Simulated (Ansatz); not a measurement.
# LiGeBr3 (model cell, started as cubic perovskite with Ge in the octahedra): the cell at rest, part 2 of 2

Task: relax LiGeBr3 (model cell, started as cubic perovskite with Ge in the octahedra) tightly.

Ansatz 0.2.0; DFT LDA, scalar-relativistic, plane waves, PAW; PAW set soft_1.

So far. Step 2 (Probe on a coarse mesh): The coarse mesh shows a gap of 0.71 eV and a pressure of -3.1 GPa.

The structure was built from a prototype and need not be the compound's stable phase.

### 4. Bringing the structure to rest, k-mesh 8×8×8, smearing width 0.1 eV (continued)

ELF in the ac plane at fractional y = 0.500, with atoms of Ge and Br within 0.2 Å of it. It is the smooth field of the valence electrons, not physical close to the nuclei.

Ten even steps from '_' (0.01) to '@' (0.89), each cell a mean:
```
____..++%%@@**..--@@@@##--____
______::##@@@@%%%%@@%%++..____
==::____--**##%%%%##++..__..--
%%##--....::==++++--..__..++##
@@@@##--..--======--::..++%%@@
%%@@%%++--==++====++----##@@@@
..**@@**==++------====++%%%%--
__==@@##==++--++--====++%%%%..
++%%@@**--++==----++====##@@**
@@@@%%==::--++++++==--::**@@@@
@@%%++..__::--====--....--##%%
**==..__..==**##**++--..__::++
..____..++%%@@@@@@%%##--____..
______==%%@@%%==**@@@@##::____
____..**@@@@++__..%%@@%%==____
```
Columns run along a (5.3 Å), rows up along c (5.3 Å). Atoms in or near the plane, at fractional coordinates: Ge at (0.50, 0.50), Br at (0.50, 0.00), Br at (0.00, 0.50).

Valence density in the ac plane at fractional y = 0.500, with atoms of Ge and Br within 0.2 Å of it. It is the smooth field of the valence electrons, not physical close to the nuclei.

Ten steps, logarithmic in the rise over the least value, from '_' (0 e/Å³) to '@' (29 e/Å³), each cell a mean:
```
________..----::::--::..______
________..::------::..________
__________..::::::....________
..__________........________..
::::..____..........____....::
----::......--====::......::--
..----....::**@@%%==....::--::
__----::..::##@@@@==....::--::
----::....::==##**--....::----
--::....__..::::::....__..::--
....________........______....
__________....::....__________
__________..::----::..________
________..::--------::________
________..----__..--::..______
```
Columns run along a (5.3 Å), rows up along c (5.3 Å). Atoms in or near the plane, at fractional coordinates: Ge at (0.50, 0.50), Br at (0.50, 0.00), Br at (0.00, 0.50).

Electrostatic potential energy in the ac plane at fractional y = 0.500, with atoms of Ge and Br within 0.2 Å of it. With pseudopotentials it is smooth inside the atoms' cores, unlike the true potential.

Ten even steps from '0' (-63 eV) to '9' (8 eV), each cell a mean:
```
999996200389999
999998534699999
999999878899999
999999999999999
889999878899998
358998666689863
016886666689840
015886666679730
137997666689852
678998766899986
999999988999999
999999988999999
999998756899999
999997311589999
999996100389999
```
Columns run along a (5.3 Å; values clipped at the 3rd and 97th percentile), rows up along c (5.3 Å). Atoms in or near the plane, at fractional coordinates: Ge at (0.50, 0.50), Br at (0.50, 0.00), Br at (0.00, 0.50).

In this step the volume went from 30.20 to 29.90 Å³/atom.

### 5. Relaxing to small forces for the phonons

Phonons need a cell at rest on their own settings, so the relaxation is repeated with tight tolerances on forces and stress on the k mesh and occupations of the first response run.

input.yaml

```yaml
crystal:
  lattice:
    - [5.3075481448, 0.0, 0.0]
    - [0.0, 5.3075481448, 0.0]
    - [0.0, 0.0, 5.3075481448]
  atoms:
    - { symbol: Li, position: [0.0, 0.0, 0.0] }
    - { symbol: Ge, position: [0.5, 0.5, 0.5] }
    - { symbol: Br, position: [0.5, 0.5, 0.0] }
    - { symbol: Br, position: [0.5, 0.0, 0.5] }
    - { symbol: Br, position: [0.0, 0.5, 0.5] }
kpoints:
  mp_grid: { grid: [8, 8, 8] }
hamiltonian:
  xc: lda
  pseudopotentials: { kind: paw, azcp: { folder: soft_1 }, xc_functional: pbe }
scf:
  occupations: { method: methfessel_paxton, width: 0.2 }
output:
  forces: true
  stress: true
  eigenvalues: true
relax:
  adjacent_minimum: "off"
  f_tol: 0.001
  max_steps: 60
  cell: { stress_tol: 0.01 }
```

Run with:

```sh
$ ansatz run input.yaml --threads 8 --pin off --max-ram 16384MiB --backend cpu --events-out ev --progress --plain --runs-dir out
```

Numbers of over 12 decimals in the logs are rounded to 6 here.

What it wrote:

```text
[...]
Crystal: 5 atoms, lattice volume = 149.514 Å³
Basis set: ecut = 420 eV, 2945 PW (Γ)
Bands: 24, of which v1, the nominal top of the filled ones, is band 19 counted from 1 (18 counted from 0)
Symmetry: 48 space group operations
[...]
k-points: 35 of 512
[...]
--- Relaxed structure (2 steps of the walk, 2 accepted, 1 SCFs on fresh bases) ---
[...]
cell:  # Å, volume = 149.3070 Å³
    - [5.305097, 0, 0]
    - [0, 5.305097, 0]
    - [0, 0, 5.305097]
  atoms:
    - { symbol: Li, position: [0, 0, 0] }
    - { symbol: Ge, position: [0.5, 0.5, 0.5] }
    - { symbol: Br, position: [0.5, 0.5, 0] }
    - { symbol: Br, position: [0.5, 0, 0.5] }
    - { symbol: Br, position: [0, 0.5, 0.5] }
[key lines of the parts left out:]
SCF converged after 6 iterations
Free energy (F): -12502.334091 eV
Fermi energy:    4.302884 eV
P = ⅓ Tr σ = -0.0056 GPa (-0.056 kbar)
```

The job ended after 3.3 s (8 threads of Arm Neoverse V2, shared host; peak memory 0.56 GiB).

Little changed from the start: no atom moved by 0.005 Å and no cell edge by 0.1 %.

Numbers from this step:

| Property | Result |
| --- | --- |
| pressure | -0.005632 GPa |
| volume per atom | 29.86 Å³ |

The forces vanish by symmetry and the pressure is -0.006 GPa, within the tolerances set. The cell now holds 29.86 Å³/atom.

### 6. What came out

```
space group after relaxation (within 0.01 Å) : Pm-3m
lattice constant a                           : 5.305 Å
lattice constant b                           : 5.305 Å
lattice constant c                           : 5.305 Å
volume per atom                              : 29.9 Å³
```

What this shows: The forces vanish by symmetry and the pressure is -0.006 GPa, within the tolerances set. The cell now holds 29.86 Å³/atom. The relaxation keeps the symmetry of its start, so it says nothing on stability against lower symmetry. The PAW files were made for PBE and serve the other functionals too. The starting cell was built on a prototype and not taken from a measurement, so the phase need not exist.

[Logs are printed without paths, hosts, clocks, repeated set-up lines and the standing remarks that a program may print on its own settings, such as how far it seeks lower states.]

[Hosts, paths, dates, database ids (printed as entryN), source tags and the programs' standing remarks are cut or masked in the printed files.]
